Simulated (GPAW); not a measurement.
# Collinear magnetic orders of 1 ML Ni on Cu(111), fcc site, 1 substrate layers with GPAW

Does 1 ML Ni on Cu(111), fcc site, 1 substrate layers prefer parallel or opposed moments, or none?

Calculated with GPAW 26.7.0; LDA; plane waves with GPAW's PAW setups, scalar-relativistic.

## Step 1: The system as given

The cell holds 2 atoms: 1 Cu and 1 Ni. Cell: a = 2.556 Å, b = 2.556 Å, c = 16.040 Å, α = 90.0°, β = 90.0°, γ = 120.0°. pseudomorphic film on the measured substrate lattice, hard-sphere layer spacings, unrelaxed, 14 A of vacuum. Vacuum lies along c.

## Step 2: Start 1: ferro +

Parallel moments need no larger cell; this start tests for a ferromagnetic state only.

Input file order1.py:

```python
import json
import numpy as np
from ase import Atoms
from ase.parallel import paropen, parprint
from gpaw import GPAW

atoms = Atoms(['Cu', 'Ni'],
    cell=[[2.556191, 0.0, 0.0],
         [-1.278096, 2.213726, 0.0],
         [0.0, 0.0, 16.040286]],
    scaled_positions=[[0.0, 0.0, 0.436401],
         [0.666667, 0.333333, 0.563599]],
    pbc=True,
    magmoms=[0.0, 1.0])
atoms.calc = GPAW(mode={'name': 'pw', 'ecut': 550},
    xc='LDA',
    kpts={'size': (12, 12, 1), 'gamma': True},
    occupations={'name': 'fermi-dirac', 'width': 0.05},
    convergence={'density': 1e-05, 'energy': 1e-05},
    maxiter=200,
    symmetry={'tolerance': 1e-4},
    txt='order1.txt')
e = atoms.get_potential_energy(force_consistent=True)
res = {'free_energy': e, 'energy_sigma0': atoms.get_potential_energy(), 'fermi_energy': atoms.calc.get_fermi_level()}
res['moments'] = atoms.get_magnetic_moments().tolist()
res['total'] = atoms.get_magnetic_moment()
parprint('site moments (muB):', np.round(res['moments'], 3))
parprint(f"total moment: {res['total']:.3f} muB")
parprint(f'free energy: {e:.6f} eV')
atoms.calc.write('order1.gpw')
with paropen('results.json', 'w') as f:
    json.dump(res, f)
```

Started as:

```bash
> OMP_NUM_THREADS=1 mpirun -n 4 gpaw python order1.py > order1.log
```

The program printed:

```text
site moments (muB): [0.013 0.622]
total moment: 0.619 muB
free energy: -11.388404 eV

--- order1.txt ---
Input parameters:
  mode=PW(ecut=550),
  convergence={'density': 1e-05, 'energy': 1e-05},
  kpts=MonkhorstPack(size=(12, 12, 1), gamma=True),
  maxiter=200,
  occupations=Occupations(name='fermi-dirac', width=0.05),
  symmetry=Symmetry(tolerance=0.0001),
  xc=XC(name='LDA')

Diagonalizing LCAO Hamiltonian
Converting LCAO to pw mode

           Ni

       Cu

Atoms  # Å, Bohr magnetons
|   | symbol |        x |        y |        z |    initial magnetic moments |
|---|--------|----------|----------|----------|-----------------------------|
| 0 |     Cu | 0.000000 | 0.000000 | 6.999997 | ( 0.0000,  0.0000,  0.0000) |
| 1 |     Ni | 1.278097 | 0.737908 | 9.040289 | ( 0.0000,  0.0000,  1.0000) |

Unit cell  # Å
| periodic |         x |        y |         z |   lengths |     angles |
|----------|-----------|----------|-----------|-----------|------------|
|      yes |  2.556191 | 0.000000 |  0.000000 |  2.556191 |  90.000000 |
|      yes | -1.278096 | 2.213726 |  0.000000 |  2.556191 |  90.000000 |
|      yes |  0.000000 | 0.000000 | 16.040286 | 16.040286 | 120.000014 |

Number of symmetries: 6

BZ-sampling:
  Number of BZ points: 144
  Number of IBZ points: 19

  Monkhorst-Pack size: [12, 12, 1]
  Monkhorst-Pack shift: [0.041667, 0.041667, 0.0]

K-points  # in reciprocal-cell coordinates
|     |                                coordinates |     weight |
|-----|--------------------------------------------|------------|
|   0 | ( -0.00000000,  -0.00000000,   0.00000000) | 0.00694444 |
|   1 | (  0.08333333,  -0.00000000,   0.00000000) | 0.04166667 |
|   2 | (  0.16666667,  -0.08333333,   0.00000000) | 0.04166667 |
|   3 | (  0.16666667,  -0.00000000,   0.00000000) | 0.04166667 |
|   4 | (  0.25000000,  -0.08333333,   0.00000000) | 0.08333333 |
|   5 | (  0.25000000,  -0.00000000,   0.00000000) | 0.04166667 |
|   6 | (  0.33333333,  -0.16666667,   0.00000000) | 0.04166667 |
|   7 | (  0.33333333,  -0.08333333,   0.00000000) | 0.08333333 |
|   8 | (  0.33333333,  -0.00000000,   0.00000000) | 0.04166667 |
|   9 | (  0.33333333,   0.33333333,   0.00000000) | 0.01388889 |
| ... |                                            |            |
|  18 | (  0.50000000,   0.50000000,   0.00000000) | 0.02083333 |

Plane wave coefficients: 2703
Cutoff: 550.0 eV

Spin-components: 2 (collinear spins)
Bands:           21
Projectors:      12
Spin-degeneracy: 1
Datatype:        complex128

Parallelization:
  kpt:    4
  domain: 1
  band:   1

Density:
  Valence electrons: 27.0
  Components: 2
  Grid points: [14 14 90]
  Charge: 0.0  # |e|

Potential:
  Grid points: [14 14 90]

species:
  Cu:
    name:    Copper
    Z:       29.0
    valence: 11
    core:    18
    charge:  0.0  # [|e|]
    compensation charges:
      type: gauss
      rc: 0.33  # [Å]
      lmax: 2
    cutoffs:
      filter: 2.06  # [Å]
      core: 2.43  # [Å]
    projectors
    | kind |    occ | energy [eV] | rcut [Å] |
    |------|--------|-------------|----------|
    |   4s |  1.000 |      -4.857 |    1.164 |
    |   4p |  0.000 |      -0.783 |    1.164 |
    |   3d | 10.000 |      -5.324 |    1.058 |
    |    s |        |      22.354 |    1.164 |
    |    p |        |      26.429 |    1.164 |
    |    d |        |      21.887 |    1.058 |

    Using partial waves for Cu as LCAO basis

  Ni:
    name:    Nickel
    Z:       28.0
    valence: 16
    core:    12
    charge:  0.0  # [|e|]
    compensation charges:
      type: gauss
      rc: 0.36  # [Å]
      lmax: 2
    cutoffs:
      filter: 2.14  # [Å]
      core: 1.98  # [Å]
    projectors
    | kind |    occ | energy [eV] | rcut [Å] |
    |------|--------|-------------|----------|
    |   4s |  2.000 |      -5.858 |    1.164 |
    |   3p |  6.000 |     -71.266 |    1.207 |
    |   4p |  0.000 |      -1.338 |    1.207 |
    |   3d |  8.000 |      -9.141 |    1.138 |
    |    s |        |      21.353 |    1.164 |
    |    d |        |      18.071 |    1.138 |

    Using partial waves for Ni as LCAO basis

Reference energy: -86251.692917  # eV

eigensolver:
  PPCG
  Converge bands: occupied
  niter=2

density mixing:
  MSR1-Mixer
  Pratt-step length: 0.05
  Maximum mixing coefficient: 0.75
  Old densities: 10
  SVD Regularization: 0.005
  Good broyden scale: 1.0
  Trust region scale: 1.0
  Backstep threshold: 4.0
  History deletion threshold: 6.0
  Fourier metric: weight=20.0, sigma=0.015

occupation numbers:
  Fermi-Dirac:
    width: 0.0500  # eV

poisson solver:
  ecut: 4400.0  # eV

xc functional:
  name: None

convergence criteria:
- Maximum integral of absolute [dens]ity change: 1e-05 electrons / valence electron
- Maximum [total energy] change in last 3 cyles: 1e-05 eV / valence electron
- Maximum integral of absolute [eigenst]ate change: 4e-08 eV^2 / valence electron
maximum number of iterations: 200

SCF iterations
|iter     |      energy | eigst |  dens |  magmom |
|---------|-------------|-------|-------|---------|
|iter:   1|       0s |  -16.819874 | +0.36 |       |  +1.0008|
|iter:   2|       1s |  -11.893719 | -0.68 | -0.71 |  +0.9538|
|iter:   3|       1s |  -11.646632 | -2.00 | -1.32 |  +0.9447|
|iter:   4|       2s |  -11.415426 | -1.71 | -1.32 |  +0.8863|
|iter:   5|       2s |  -11.386949 | -2.22 | -1.53 |  +0.8433|
|iter:   6|       2s |  -11.374816 | -2.90 | -1.72 |  +0.7954|
|iter:   7|       3s |  -11.374658 | -3.54 | -1.87 |  +0.7450|
|iter:   8|       3s |  -11.374530 | -3.58 | -2.11 |  +0.6942|
|iter:   9|       3s |  -11.374531c| -4.91 | -2.63 |  +0.6809|
|iter:  10|       4s |  -11.374458c| -5.07 | -2.83 |  +0.6572|
|iter:  11|       4s |  -11.374339c| -5.34 | -3.05 |  +0.6418|
|iter:  12|       5s |  -11.374071 | -5.07 | -3.27 |  +0.6264|
|iter:  13|       5s |  -11.374079c| -5.49 | -3.47 |  +0.6261|
|iter:  14|       5s |  -11.374055c| -6.14 | -3.68 |  +0.6222|
|iter:  15|       6s |  -11.374000c| -6.52 | -3.62 |  +0.6202|
|iter:  16|       6s |  -11.373994c| -7.53c| -4.12 |  +0.6195|
|iter:  17|       6s |  -11.373986c| -8.05c| -4.47 |  +0.6190|
|iter:  18|       7s |  -11.373988c| -7.88c| -4.86 |  +0.6191|
|iter:  19|       7s |  -11.373989c| -8.33c| -5.29c|  +0.6191|

Converged in 19 steps
Energy contributions relative to reference atoms: (reference = -86251.692917)

Energy contributions:
  Kinetic:         -10.916273
  Coulomb:           9.132938
  Zero:              0.087712
  External:          0.000000
  Xc:               -9.663949
  Entropy:          -0.028832
  Spinorbit:         0.000000
  ----------------------------
  Free energy:     -11.388404
  Extrapolated:    -11.373989

dipole moment: (-0.811283, -5.968562, -0.013312)  # |e|*Ang

Total magnetic moment: (0.000000, 0.000000, 0.619134)

Local magnetic moments
|        x |        y |        z |
|----------|----------|----------|
| 0.000000 | 0.000000 | 0.012693 |  # Cu   0
| 0.000000 | 0.000000 | 0.622227 |  # Ni   1

Fermi level: -2.053
Eigenvalues  # (at kpt = [-0.000, -0.000, 0.000])
| band index |      eig [eV] | occ [0-1] |      eig [eV] | occ [0-1] |
|------------|---------------|-----------|---------------|-----------|
|          0 |       -65.128 |     1.000 |       -64.378 |     1.000 |
|        ... |               |           |               |           |
|          6 |        -4.456 |     1.000 |        -4.439 |     1.000 |
|          7 |        -4.333 |     1.000 |        -4.217 |     1.000 |
|          8 |        -3.966 |     1.000 |        -3.723 |     1.000 |
|          9 |        -3.966 |     1.000 |        -3.723 |     1.000 |
|         10 |        -3.480 |     1.000 |        -3.060 |     1.000 |
|         11 |        -3.480 |     1.000 |        -3.043 |     1.000 |
|         12 |        -3.389 |     1.000 |        -3.042 |     1.000 |
|         13 |        -2.549 |     1.000 |        -1.974 |     0.173 |
|         14 |        -2.549 |     1.000 |        -1.974 |     0.173 |
|         15 |        -1.452 |     0.000 |        -1.437 |     0.000 |
|         16 |         2.926 |     0.000 |         2.946 |     0.000 |
|         17 |         3.168 |     0.000 |         3.175 |     0.000 |
|         18 |         4.892 |     0.000 |         4.898 |     0.000 |
|         19 |         5.603 |     0.000 |         5.633 |     0.000 |
|         20 |         8.784 |     0.000 |         8.793 |     0.000 |

No gap
No difference between direct/indirect transitions
```

Run time: 10 s. Hardware: 4 MPI ranks of AMD EPYC 9R14 (Zen 4), shared host; peak memory 0.8 GiB.

Read from the output:

* magnetization: 0.6191 μB
* final state: ferromagnetic
* largest moment: 0.6222 μB

After 19 cycles the largest moment stands at 0.622 μB.

## Step 3: Run 2 (antiferro q=(0,1/2,0) +-)

Another pattern of signs weighs the neighbour shells otherwise.

The cell is doubled to 4 atoms to hold this order. Its mesh is chosen so that both cells sample the same points.

Input file order2.py:

```python
import json
import numpy as np
from ase import Atoms
from ase.parallel import paropen, parprint
from gpaw import GPAW

atoms = Atoms(['Cu', 'Cu', 'Ni', 'Ni'],
    cell=[[2.556191, 0.0, 0.0],
         [-2.556192, 4.427452, 0.0],
         [0.0, 0.0, 16.040286]],
    scaled_positions=[[0.0, 0.0, 0.436401],
         [0.0, 0.5, 0.436401],
         [0.666667, 0.1666665, 0.563599],
         [0.666667, 0.6666665, 0.563599]],
    pbc=True,
    magmoms=[0.0, 0.0, 1.0, -1.0])
atoms.calc = GPAW(mode={'name': 'pw', 'ecut': 550},
    xc='LDA',
    kpts={'size': (12, 6, 1), 'gamma': True},
    occupations={'name': 'fermi-dirac', 'width': 0.05},
    convergence={'density': 1e-05, 'energy': 1e-05},
    maxiter=200,
    symmetry={'tolerance': 1e-4},
    txt='order2.txt')
e = atoms.get_potential_energy(force_consistent=True)
res = {'free_energy': e, 'energy_sigma0': atoms.get_potential_energy(), 'fermi_energy': atoms.calc.get_fermi_level()}
res['moments'] = atoms.get_magnetic_moments().tolist()
res['total'] = atoms.get_magnetic_moment()
parprint('site moments (muB):', np.round(res['moments'], 3))
parprint(f"total moment: {res['total']:.3f} muB")
parprint(f'free energy: {e:.6f} eV')
atoms.calc.write('order2.gpw')
with paropen('results.json', 'w') as f:
    json.dump(res, f)
```

Started as:

```bash
> OMP_NUM_THREADS=1 mpirun -n 4 gpaw python order2.py > order2.log
```

The program printed:

```text
site moments (muB): [-0.  0. -0. -0.]
total moment: -0.000 muB
free energy: -22.788125 eV

--- order2.txt ---
Input parameters:
  mode=PW(ecut=550),
  convergence={'density': 1e-05, 'energy': 1e-05},
  kpts=MonkhorstPack(size=(12, 6, 1), gamma=True),
  maxiter=200,
  occupations=Occupations(name='fermi-dirac', width=0.05),
  symmetry=Symmetry(tolerance=0.0001),
  xc=XC(name='LDA')

Diagonalizing LCAO Hamiltonian
Converting LCAO to pw mode

            Ni

              Ni
        Cu

          Cu

Atoms  # Å, Bohr magnetons
|   | symbol |         x |        y |        z |    initial magnetic moments |
|---|--------|-----------|----------|----------|-----------------------------|
| 0 |     Cu |  0.000000 | 0.000000 | 6.999997 | ( 0.0000,  0.0000,  0.0000) |
| 1 |     Cu | -1.278096 | 2.213726 | 6.999997 | ( 0.0000,  0.0000,  0.0000) |
| 2 |     Ni |  1.278097 | 0.737908 | 9.040289 | ( 0.0000,  0.0000,  1.0000) |
| 3 |     Ni |  0.000001 | 2.951634 | 9.040289 | ( 0.0000,  0.0000, -1.0000) |

Unit cell  # Å
| periodic |         x |        y |         z |   lengths |     angles |
|----------|-----------|----------|-----------|-----------|------------|
|      yes |  2.556191 | 0.000000 |  0.000000 |  2.556191 |  90.000000 |
|      yes | -2.556192 | 4.427452 |  0.000000 |  5.112382 |  90.000000 |
|      yes |  0.000000 | 0.000000 | 16.040286 | 16.040286 | 120.000014 |

Number of symmetries: 1

BZ-sampling:
  Number of BZ points: 72
  Number of IBZ points: 38

  Monkhorst-Pack size: [12, 6, 1]
  Monkhorst-Pack shift: [0.041667, 0.083333, 0.0]

Plane wave coefficients: 5370
Cutoff: 550.0 eV

Spin-components: 2 (collinear spins)
Bands:           37
Projectors:      24
Spin-degeneracy: 1
Datatype:        complex128

Parallelization:
  kpt:    4
  domain: 1
  band:   1

Density:
  Valence electrons: 54.0
  Components: 2
  Grid points: [14 28 90]
  Charge: 0.0  # |e|

Potential:
  Grid points: [14 28 90]

[... setups left out ...]
Reference energy: -172503.385835  # eV

eigensolver:
  PPCG
  Converge bands: occupied
  niter=2

density mixing:
  MSR1-Mixer
  Pratt-step length: 0.05
  Maximum mixing coefficient: 0.75
  Old densities: 10
  SVD Regularization: 0.005
  Good broyden scale: 1.0
  Trust region scale: 1.0
  Backstep threshold: 4.0
  History deletion threshold: 6.0
  Fourier metric: weight=20.0, sigma=0.015

occupation numbers:
  Fermi-Dirac:
    width: 0.0500  # eV

poisson solver:
  ecut: 4400.0  # eV

xc functional:
  name: None

convergence criteria:
- Maximum integral of absolute [dens]ity change: 1e-05 electrons / valence electron
- Maximum [total energy] change in last 3 cyles: 1e-05 eV / valence electron
- Maximum integral of absolute [eigenst]ate change: 4e-08 eV^2 / valence electron
maximum number of iterations: 200

SCF iterations
|iter     |      energy | eigst |  dens |  magmom |
|---------|-------------|-------|-------|---------|
|iter:   1|       0s |  -33.616994 | +0.42 |       |  +0.0000|
|iter:   2|       2s |  -23.675128 | -0.44 | -0.72 |  -0.0000|
|iter:   3|       5s |  -23.229056 | -1.59 | -1.27 |  -0.0000|
|iter:   4|       8s |  -22.764137 | -1.47 | -1.26 |  +0.0000|
|iter:   5|      10s |  -22.720900 | -1.99 | -1.48 |  -0.0000|
|iter:   6|      13s |  -22.718551 | -2.56 | -1.62 |  +0.0000|
|iter:   7|      16s |  -22.737964 | -2.84 | -1.78 |  -0.0000|
|iter:   8|      18s |  -22.758780 | -3.08 | -2.06 |  +0.0000|
|iter:   9|      21s |  -22.772606 | -3.39 | -2.13 |  -0.0000|
|iter:  10|      24s |  -22.776754 | -3.56 | -2.16 |  +0.0000|
|iter:  11|      26s |  -22.773193 | -3.77 | -2.33 |  -0.0000|
|iter:  12|      29s |  -22.771840 | -3.44 | -2.60 |  -0.0000|
|iter:  13|      32s |  -22.782779 | -3.51 | -2.71 |  -0.0005|
|iter:  14|      34s |  -22.770380 | -3.58 | -2.20 |  -0.0004|
|iter:  15|      37s |  -22.770536 | -5.36 | -3.39 |  -0.0003|
|iter:  16|      40s |  -22.770460c| -6.32 | -3.62 |  -0.0003|
|iter:  17|      42s |  -22.770487c| -6.49 | -3.95 |  -0.0002|
|iter:  18|      45s |  -22.770484c| -6.87 | -4.10 |  -0.0002|
|iter:  19|      47s |  -22.770455c| -7.38 | -4.26 |  -0.0002|
|iter:  20|      49s |  -22.770457c| -7.86c| -4.99 |  -0.0002|
|iter:  21|      50s |  -22.770459c| -7.98c| -5.33c|  -0.0002|

Converged in 21 steps
Energy contributions relative to reference atoms: (reference = -172503.385835)

Energy contributions:
  Kinetic:         -22.788314
  Coulomb:          19.163474
  Zero:              0.177069
  External:          0.000000
  Xc:              -19.305021
  Entropy:          -0.035333
  Spinorbit:         0.000000
  ----------------------------
  Free energy:     -22.788125
  Extrapolated:    -22.770459

dipole moment: (-1.632489, -11.925335, -0.033112)  # |e|*Ang

Total magnetic moment: (0.000000, 0.000000, -0.000151)

Local magnetic moments
|        x |        y |         z |
|----------|----------|-----------|
| 0.000000 | 0.000000 | -0.000008 |  # Cu   0
| 0.000000 | 0.000000 |  0.000009 |  # Cu   1
| 0.000000 | 0.000000 | -0.000143 |  # Ni   2
| 0.000000 | 0.000000 | -0.000026 |  # Ni   3

Fermi level: -2.034
Eigenvalues  # (at kpt = [-0.000, 0.000, 0.000])
| band index |      eig [eV] | occ [0-1] |      eig [eV] | occ [0-1] |
|------------|---------------|-----------|---------------|-----------|
|          0 |       -64.761 |     1.000 |       -64.761 |     1.000 |
|        ... |               |           |               |           |
|         19 |        -3.222 |     1.000 |        -3.222 |     1.000 |
|         20 |        -3.222 |     1.000 |        -3.222 |     1.000 |
|         21 |        -3.152 |     1.000 |        -3.152 |     1.000 |
|         22 |        -3.138 |     1.000 |        -3.138 |     1.000 |
|         23 |        -2.723 |     1.000 |        -2.723 |     1.000 |
|         24 |        -2.328 |     0.997 |        -2.328 |     0.997 |
|         25 |        -2.111 |     0.826 |        -2.112 |     0.826 |
|         26 |        -2.111 |     0.826 |        -2.112 |     0.826 |
|         27 |        -1.816 |     0.013 |        -1.816 |     0.013 |
|         28 |        -1.417 |     0.000 |        -1.417 |     0.000 |
|         29 |        -0.843 |     0.000 |        -0.843 |     0.000 |
|         30 |         0.336 |     0.000 |         0.336 |     0.000 |
|         31 |         2.915 |     0.000 |         2.915 |     0.000 |
|         32 |         3.173 |     0.000 |         3.173 |     0.000 |
|         33 |         3.569 |     0.000 |         3.569 |     0.000 |
|         34 |         4.529 |     0.000 |         4.529 |     0.000 |
|        ... |               |           |               |           |
|         36 |         5.615 |     0.000 |         5.615 |     0.000 |

No gap
No difference between direct/indirect transitions
```

Wall time 58 s (4 MPI ranks); peak memory 1.2 GiB; 3.9 min of CPU time.

Spin moment in the augmentation sphere by atom:

```
atom  spin moment in the augmentation sphere (μB)
 Cu1                                       0.0000
 Cu2                                       0.0000
 Ni3                                      -0.0001
 Ni4                                       0.0000
```

Read from the output:

| Quantity | Value |
| --- | --- |
| final state | non-magnetic |

It lies 5.66 meV a seeded atom under the first start.

## Step 4: Run 3 (no spin polarisation)

Without spin polarisation no moment can form, so the difference from the other runs is what forming moments gains.

Input file nospin.py:

```python
import json
import numpy as np
from ase import Atoms
from ase.parallel import paropen, parprint
from gpaw import GPAW

atoms = Atoms(['Cu', 'Ni'],
    cell=[[2.556191, 0.0, 0.0],
         [-1.278096, 2.213726, 0.0],
         [0.0, 0.0, 16.040286]],
    scaled_positions=[[0.0, 0.0, 0.436401],
         [0.666667, 0.333333, 0.563599]],
    pbc=True)
atoms.calc = GPAW(mode={'name': 'pw', 'ecut': 550},
    xc='LDA',
    kpts={'size': (12, 12, 1), 'gamma': True},
    occupations={'name': 'fermi-dirac', 'width': 0.05},
    convergence={'density': 1e-05, 'energy': 1e-05},
    maxiter=200,
    symmetry={'tolerance': 1e-4},
    txt='nospin.txt')
e = atoms.get_potential_energy(force_consistent=True)
res = {'free_energy': e, 'energy_sigma0': atoms.get_potential_energy(), 'fermi_energy': atoms.calc.get_fermi_level()}
parprint(f'free energy: {e:.6f} eV')
atoms.calc.write('nospin.gpw')
with paropen('results.json', 'w') as f:
    json.dump(res, f)
```

Started as:

```bash
> OMP_NUM_THREADS=1 mpirun -n 4 gpaw python nospin.py > nospin.log
```

The program printed:

```text
free energy: -11.394053 eV

--- nospin.txt ---
Input parameters:
  mode=PW(ecut=550),
  convergence={'density': 1e-05, 'energy': 1e-05},
  kpts=MonkhorstPack(size=(12, 12, 1), gamma=True),
  maxiter=200,
  occupations=Occupations(name='fermi-dirac', width=0.05),
  symmetry=Symmetry(tolerance=0.0001),
  xc=XC(name='LDA')

Diagonalizing LCAO Hamiltonian
Converting LCAO to pw mode

           Ni

       Cu

[...]
|          0 |       -64.632 |     2.000 |
|        ... |               |           |
|          7 |        -4.240 |     2.000 |
|          8 |        -3.772 |     2.000 |
|          9 |        -3.772 |     2.000 |
|         10 |        -3.222 |     2.000 |
[...]
|         17 |         3.173 |     0.000 |
|         18 |         4.887 |     0.000 |
|         19 |         5.615 |     0.000 |
|         20 |         8.782 |     0.000 |

No gap
No difference between direct/indirect transitions

[key lines of the parts left out:]
Free energy:     -11.394053
Converged in 16 steps
dipole moment: (-0.816240, -5.962661, -0.016565)  # |e|*Ang
Fermi level: -2.034
```

Wall time 6.3 s (4 MPI ranks); peak memory 0.74 GiB; 24 s of CPU time.

Numbers from this step:

| Item | Value |
| --- | --- |
| final state | non-magnetic (no spin polarisation) |

It lies 5.65 meV a seeded atom under the first start.

(Continued in part 2 of 2.)

[Long decimals in the printed logs are rounded to 6 places.]

[Logs and program files are shortened in this print: banners, set-up blocks, solver, clock and traceback lines can be left out without a mark of their own.]

[Logs are printed without paths, hosts, clocks, repeated set-up lines and the standing remarks that a program may print on its own settings, such as how far it seeks lower states.]

[Hosts, paths, dates, database ids (printed as entryN), source tags and the programs' standing remarks are cut or masked in the printed files.]

[Where the starting crystal was built by hand or by swapping elements, it need not be the compound's stable phase.]

[Where a cell is said to come from a database of computed structures, the database is the Materials Project.]

[Runs that the program refused, that were killed for memory or that had too few empty states are not shown or counted.]

[Lattice constants of own cells that a recipe calls measured were typed without a cited source.]
